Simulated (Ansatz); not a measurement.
# Lattice dynamics of Rb2Pt (built on the sites of a database entry of Li2Pd), part 3 of 3

How does Rb2Pt (built on the sites of a database entry of Li2Pd) vibrate, and is this structure a minimum?

Ansatz 0.2.0; DFT LDA, scalar-relativistic, plane waves, norm-conserving pseudopotentials.

So far. Step 4 (Relaxing to small forces for the phonons): The forces vanish by symmetry and the pressure is 0.000 GPa, within the tolerances set. The cell now holds 26.95 Å³/atom. Step 5 (Modes at Γ): Before it was imposed, the acoustic sum rule was missed by 2.2e-4 eV/Å². Small misses are needed for a sound result but don't prove that mesh and cutoff are converged. The lowest optical mode is imaginary, 34.6i cm⁻¹, so the energy falls along it. The relaxed cell has a = 5.401, c = 3.200 Å (conventional setting).

The structure was built from a prototype and need not be the compound's stable phase.

## 6. Phonons on a q mesh

Stability and thermal properties need the whole zone. Linear response on a 2×2×2 q mesh gives force constants as far as a supercell of that size would.

Input file input.yaml:

```yaml
crystal:
  lattice:
    - [5.4012730199, -2.6522e-06, 0.0]
    - [-2.7006342131, 4.6776409741, 0.0]
    - [0.0, 0.0, 3.199767396]
  atoms:
    - { symbol: Rb, position: [0.3333333333, 0.6666666667, 0.5] }
    - { symbol: Rb, position: [0.6666666667, 0.3333333333, 0.5] }
    - { symbol: Pt, position: [0.0, 0.0, 0.0] }
kpoints:
  mp_grid: { grid: [10, 10, 16] }
hamiltonian:
  xc: lda
  pseudopotentials: { kind: nc }
scf:
  occupations: { method: methfessel_paxton, width: 0.2 }
output:
  eigenvalues: true
phonons:
  method: dfpt
  qmesh: [2, 2, 2]
  temperatures: { t_max: 1000, t_step: 50 }
  qpath:
    path:
      - [[0.0, 0.0, 0.0], [0.5, 0.0, 0.0], [0.33333333, 0.33333333, 0.0], [0.0, 0.0, 0.0], [0.0, 0.0, 0.5], [0.5, 0.0, 0.5], [0.33333333, 0.33333333, 0.5], [0.0, 0.0, 0.5]]
      - [[0.5, 0.0, 0.5], [0.5, 0.0, 0.0]]
      - [[0.33333333, 0.33333333, 0.5], [0.33333333, 0.33333333, 0.0]]
    npoints: 10
```

Run with:

```sh
$ ansatz run input.yaml --threads 8 --pin off --max-ram 14336MiB --backend cpu --events-out ev --progress --plain --runs-dir out
```

The log of the run:

```text
Warning: phonons: the dynamical matrix that this run interpolates holds no multipole term above the dipole-dipole one, and a site of this crystal is no centre of inversion, so its interpolated transverse optical and acoustic branches and sound speeds can stay off near Gamma, and the density of states and the thermodynamics with them. What a run solves at a wave vector of phonons.qpoints, Gamma apart, where the deck admits one, is free of this, and under fd what a larger phonons.supercell samples
[...]
Crystal: 3 atoms, lattice volume = 80.843 Å³
Basis set: ecut = 1142.878222 eV, 7103 PW (Γ), exchange–correlation on 120×120×72 points (8 copies of the dense FFT grid, shifted against one another)
Bands: 22, of which v1, the nominal top of the filled ones, is band 18 counted from 1 (17 counted from 0)
Symmetry: 24 space group operations
k-points: 126 of 1600
[...]
SCF iter   1: F=—  HF=-5040.647420 eV  |F-HF|=—  |Δ(HF+E_count)|=         —  Δρ=2.46e-1  dr2=1.09e2  ethr=3.10e-3  ⟨swp⟩=7.8  Hψ=34403  notcnv=0
[...]
SCF iter  14: F=-5030.704685 eV  HF=-5030.704685 eV  |F-HF|=0.00e0  |Δ(HF+E_count)|=  2.73e-12  S|Δr|=    0.00e0  Δρ=3.92e-8  dr2=8.59e-13  ethr=1.00e-12  ⟨swp⟩=14.1  Hψ=19402  notcnv=0
SCF 1 converged in 14 iterations: F = -5030.704685 eV  dr2 = 8.59e-13
[...]
SCF iter   6: F=-5030.704685 eV  HF=-5030.704685 eV  |F-HF|=7.28e-12  |Δ(HF+E_count)|=  9.09e-13  S|Δr|=    0.00e0  Δρ=1.02e-7  dr2=6.41e-12  ethr=1.00e-12  ⟨swp⟩=2.9  Hψ=6530  notcnv=0
SCF 2 converged in 6 iterations: F = -5030.704685 eV  dr2 = 6.41e-12
phonons: the bands overlap, so this run is a metal and interpolates without the dipole-dipole term. If the crystal is really an insulator or semiconductor, its LO-TO splitting is missing
NSCF: frozen V_eff on 126 k-points
[...]
DFPT response loops at q = (0, 0, 0) (fractional): preconditioner auto → Kerker (q_TF=auto, 2.384 Å⁻¹) (partly filled bands, converged f_vac=0.000); β = 1.00, the filter's whole step (`scf.mixing.beta` (0.50) is not read by the response loops under this deck's `scf.mixing.preconditioner`; to damp them name `kerker` or `kerker_dos`, under which they read `scf.mixing.beta`, and type it under 1.00, their step now; both keys bind the ground state too); Broyden in place of MSR1
[...]
SCF converged after 14 iterations
[...]
Free energy (F): -5030.704685 eV
[...]
Internal energy: -5030.699326 eV  (E = F + TS)
E sigma→0 (E₀):  -5030.703345 eV
Entropy (-TS):   -0.005358 eV (-1.786 meV/atom)
Fermi energy:    10.754955 eV
[...]
--- Band table (eV; the first three rows and the last of 126) ---
  k-point 0: bands = [... 14 lower, 8.7786, 8.7786, 9.5236, 9.5236, 12.0988, 12.0988, 12.9023, 14.0653, ... 4 higher]
  k-point 1: bands = [... 14 lower, 8.7686, 8.7686, 9.4500, 9.4500, 12.1832, 12.1832, 13.0701, 14.2827, ... 4 higher]
  k-point 2: bands = [... 14 lower, 8.7378, 8.7378, 9.2616, 9.2616, 12.4010, 12.4010, 13.5485, 14.9123, ... 4 higher]
  k-point 125: bands = [... 14 lower, 8.3321, 8.8596, 8.8982, 11.3074, 11.6755, 11.7038, 12.0856, 15.0275, ... 4 higher]
--- Phonons (Γ-DFPT): 4 representative perturbations + reference (Σ response iterations 8) ---
  ASR residual: 1.957e-4 → 0.000e0 eV/Å²; symmetrization residual: 1.594e-4 eV/Å²
  ASR residual per site (eV/Å²): 4.60e-5 4.60e-5 1.96e-4
  Γ frequencies (cm⁻¹): -34.67 0.00 0.00 0.00 46.10 63.58 63.58 136.93 136.93
--- Phonons (arbitrary-q DFPT): 4 irreducible q on the 2×2×2 mesh ---
  q = [0.0000, 0.0000, 0.0000] (star 1, of the zone-centre solve; hermiticity 4.85e-5, symmetrization 2.43e-5): -34.67 -0.00 -0.00 -0.00 46.10 63.58 63.58 136.93 136.93
  q = [0.0000, 0.0000, -0.5000] (star 1, 4 solved perturbations in 810 linear systems a pass and spin channel, the states on 279 of 1600 k-point pairs; hermiticity 1.05e-3, symmetrization 5.27e-4, the responses' own estimated error 3.7e-4 eV/Å²): -67.54 8.14 8.14 64.97 64.97 123.00 124.16 124.16 148.09
  q = [0.0000, -0.5000, 0.0000] (star 3, 6 solved perturbations on 279 of 1600 k-point pairs; hermiticity 3.81e-3, symmetrization 4.27e-5, the responses' own estimated error 3.6e-4 eV/Å²): -24.64 2.76 26.57 32.02 41.53 61.39 80.32 124.49 140.70
[...]
sum rule: each row above includes the acoustic sum rule's correction from the zone centre's row sums; it moved no ω² by more than (0.52 cm⁻¹)²
  mesh force constants: q→R imaginary residual 1.91e-17; ASR residual 1.957e-4 → 0.000e0 eV/Å²; symmetrization residual 2.220e-15 eV/Å²
  interpolated dispersion: 93 rows × 9 modes
  density of states and harmonic sums: on the 14×14×20 q-mesh, interpolated from the force constants of a 2×2×2 supercell (no non-analytic term)
  largest difference from the sums on the solved wave vectors: F 1.39e-2 eV, S 5.61e-5 and C_V 2.33e-5 eV/K
  zero-point energy: 0.038286 eV/cell   skipped modes (ω ≤ 0): 391, of them read as no rigid motion or as one in doubt: 388 (1.481e0 modes/cell left out, lowest -69.91 cm⁻¹)   left out of the sums: 1.65e-1 of the cell's modes: C_V's classical limit lies that fraction below 3 k_B per atom; for a crystal, a wire or a layer, F and S can be off by more, and a phonons.interpolated_qmesh denser along its periods is the remedy for the sampling
```

The job ended after 4.7 min (8 threads of Arm Neoverse V2, shared host; peak memory 4.6 GiB; 37 min of CPU time).

Numbers from this step:

```
sum-rule residual before enforcement                    : 1.96e-4 eV/Å²
lowest frequency on the path                            : -69.91 cm⁻¹
highest frequency on the path or at a solved wavevector : 148.1 cm⁻¹
highest optical mode at the zone centre (no LO-TO term) : 136.9 cm⁻¹
lowest optical zone-centre mode                         : -34.67 cm⁻¹
lowest mode on the q mesh (acoustic modes at Γ apart)   : -69.91 cm⁻¹
```

Frequencies (cm⁻¹) solved at each irreducible wavevector; negative means imaginary. Frequencies by wavevector, by row:

```
q in reciprocal lattice units  star  mode 1  mode 2  mode 3  mode 4  mode 5  mode 6  mode 7  mode 8  mode 9
                        0 0 0     1   -34.7       0       0       0    46.1    63.6    63.6   136.9   136.9
                     0 0 -0.5     1   -67.5     8.1     8.1      65      65     123   124.2   124.2   148.1
                     0 -0.5 0     3   -24.6     2.8    26.6      32    41.5    61.4    80.3   124.5   140.7
                  0 -0.5 -0.5     3   -69.9   -27.3    67.1    67.2    67.3   108.4   127.1   130.4   137.5
```

Interpolated from a 2×2×2 q mesh, rough between the solved points. Phonon branches along the path, in cm⁻¹:

```
    point  branch 1  branch 2  branch 3  branch 4  branch 5  branch 6  branch 7  branch 8  branch 9
        Γ       -35         0         0         0        46        64        64       137       137
  halfway       -31         6         8        40        43        56        72       131       139
        M       -25         3        27        32        42        61        80       124       141
  halfway       -23        -9        13        32        47        62        87       117       144
        K       -17       -17       -13        31        56        56       102       102       146
  halfway       -30         4         6        38        49        55        75       128       140
        Γ       -35         0         0         0        46        64        64       137       137
  halfway       -43        19        19        62        62        83       108       131       131
        A       -68         8         8        65        65       123       124       124       148
  halfway       -69       -19        46        66        66       118       126       126       144
        L       -70       -27        67        67        67       108       127       130       138
  halfway       -70       -30        67        67        74       102       129       131       136
        H       -70       -33        68        68        89        89       130       134       134
  halfway       -70       -22        53        66        66       115       126       127       143
        A       -68         8         8        65        65       123       124       124       148
jump to L       -70       -27        67        67        67       108       127       130       138
  halfway       -44        -4        56        63        75        91        97       117       134
        M       -25         3        27        32        42        61        80       124       141
jump to H       -70       -33        68        68        89        89       130       134       134
  halfway       -44       -25        62        62        94        94        96        96       138
        K       -17       -17       -13        31        56        56       102       102       146
```

The phonon branches as a text plot (rows in cm⁻¹):

```
    144 |   **********         *******      *****      **    ****
    134 |***          ******* *       ******     ******  ****
    125 |   ****    **       ************  ********   *** *
    116 |       *  *           *   **        **   ****     *
    107 |        **         * *      ***   **    * *
     98 |        **          *          * *         *       *****
     89 |       *  *       *             *          *    ***
     80 |    ***    *       *           * *          ****    *
     71 | ***        **    *        *********    *****   **
     62 |*** **** **  ************** *      *************  ****
     53 |   *   ******   *          *               ***       ***
     44 |*** ***      ***          *         *        ***
     35 |  ************           *           *        **      *
     25 | *  ***       *                               **       *
     16 |   *             ****** *             *     **        **
      7 |****** *   **** **     **             **       *
     -2 |**    *      ***                           *
    -11 |       ****              *           *        *        *
    -20 |      *****               **        *    **  *      ***
    -29 | *****     ***  * *         ********    *   *  ******
    -38 |*             **
    -47 |                   **                      *       *
    -56 |                     *                   **       *
    -65 |                      *******************       **
         Γ    M  K      Γ       A     L  H     A|L     M|H      K
```

Tetrahedra on a 14×14×20 mesh, mean over bins of 2 cm-1. Interpolated from a 2×2×2 q mesh, rough between the solved points. Table of phonon density of states by wavenumber; read off at these points:

```
wavenumber (cm⁻¹)  phonon density of states (1/cm⁻¹/cell)
            -71.0                                 0.00131
            -69.0                                  0.0544
            -65.0                                  0.0233
            -59.0                                  0.0145
            -53.0                                  0.0120
            -47.0                                  0.0110
            -41.0                                 0.00876
            -35.0                                 0.00886
            -29.0                                  0.0305
            -25.0                                  0.0401
            -23.0                                  0.0391
            -17.0                                  0.0318
            -11.0                                  0.0230
             -5.0                                  0.0160
              1.0                                  0.0186
              7.0                                  0.0314
             13.0                                  0.0514
             19.0                                  0.0225
             25.0                                  0.0131
             31.0                                  0.0252
             37.0                                  0.0237
             41.0                                  0.0234
             47.0                                  0.0405
             53.0                                  0.0616
             59.0                                   0.106
             65.0                                   0.194
             71.0                                  0.0600
             77.0                                  0.0407
             83.0                                  0.0346
             89.0                                  0.0216
             95.0                                  0.0203
            101.0                                  0.0225
            107.0                                  0.0365
            113.0                                  0.0551
            119.0                                  0.0646
            125.0                                  0.0900
            127.0                                   0.120
            131.0                                  0.0994
            137.0                                  0.0855
            143.0                                  0.0352
            149.0                                  1.0e-5
```

The partial phonon density of states has structure finer than the step of the table below, so its rows give means over 10 cm⁻¹, whole bins alone (the curve runs from -79.5 to 162 cm⁻¹). Peaks (cm⁻¹: height): Pt -67.4: 0.0353, -52.2: 0.0225, -41.6: 0.0226, -26.4: 0.0228, 11.6: 0.0208, 64.7: 0.140; Rb -24.9: 0.0340, 13.1: 0.0288, 78.4: 0.0422, 128.5: 0.108.

Phonopy on the run's constants, 13x13x17 mesh, Gaussian sigma 2.0 cm-1. Interpolated from a 2×2×2 q mesh, rough between the solved points. Table of partial phonon density of states by wavenumber; means over each step; values in 1/cm⁻¹/cell:

```
wavenumber (cm⁻¹)       Pt       Rb
              -70   0.0199   3.0e-4
              -60   0.0162   2.4e-4
              -50   0.0107   1.5e-4
              -40   0.0111   6.2e-4
              -30  0.00863   0.0195
              -20  0.00320   0.0294
              -10  0.00110   0.0207
                0  0.00438  0.00914
               10   0.0161   0.0253
               20  0.00702   0.0169
               30  0.00798   0.0104
               40  0.00933   0.0192
               50   0.0313   0.0207
               60   0.0929   0.0325
               70   0.0562   0.0365
               80  0.00325   0.0391
               90   1.6e-4   0.0195
              100   5.6e-5   0.0256
              110   1.3e-4   0.0447
              120   1.1e-4   0.0683
              130   1.6e-4   0.0971
              140   1.2e-4   0.0603
              150   3.6e-6  0.00376
```

Symmetry leaves 4 wavevectors to solve. The lowest mode among them, the acoustic zeros apart, lies at q = (0, -0.5, -0.5) and is imaginary, 69.9i cm⁻¹, so the energy falls along it.

## 7. Outcome

- space group after relaxation (within 0.01 Å): P6/mmm
- volume per atom: 26.9 Å³
- electronic character: no gap on this mesh
- highest optical mode at the zone centre (no LO-TO term): 137 cm⁻¹
- lowest optical zone-centre mode: -34.6 cm⁻¹
- lowest mode on the q mesh (acoustic modes at Γ apart): -69.9 cm⁻¹
- highest frequency on the path or at a solved wavevector: 148 cm⁻¹
- imaginary modes on the 2×2×2 q mesh: yes

Modes are clearly imaginary (beyond 10i cm⁻¹) at 4 of the 4 irreducible wavevectors, most at q = (0, -0.5, -0.5) (69.9i cm⁻¹), so this structure is not a minimum of the energy. The optical modes at Γ span -35 to 137 cm⁻¹ (negative means imaginary). The highest mode in this list at Γ, 137.1 cm⁻¹, is mostly motion of Rb (100 % of the kinetic energy). The q mesh stands for a supercell only 6.4 Å across, so branches between the solved wavevectors are rough. With no gap, or one that is small against the smearing, the frequencies hang on the k mesh and the smearing, most of all near Kohn anomalies. Spin-orbit coupling is left out, which can matter for the heavy elements here. The starting cell was built on a prototype and not taken from a measurement, so the phase need not exist. These are harmonic frequencies at zero temperature: anharmonic shifts, linewidths and thermal expansion are left out.

[Logs are printed without paths, hosts, clocks, repeated set-up lines and the standing remarks that a program may print on its own settings, such as how far it seeks lower states.]

[Hosts, paths, dates, database ids (printed as entryN), source tags and the programs' standing remarks are cut or masked in the printed files.]
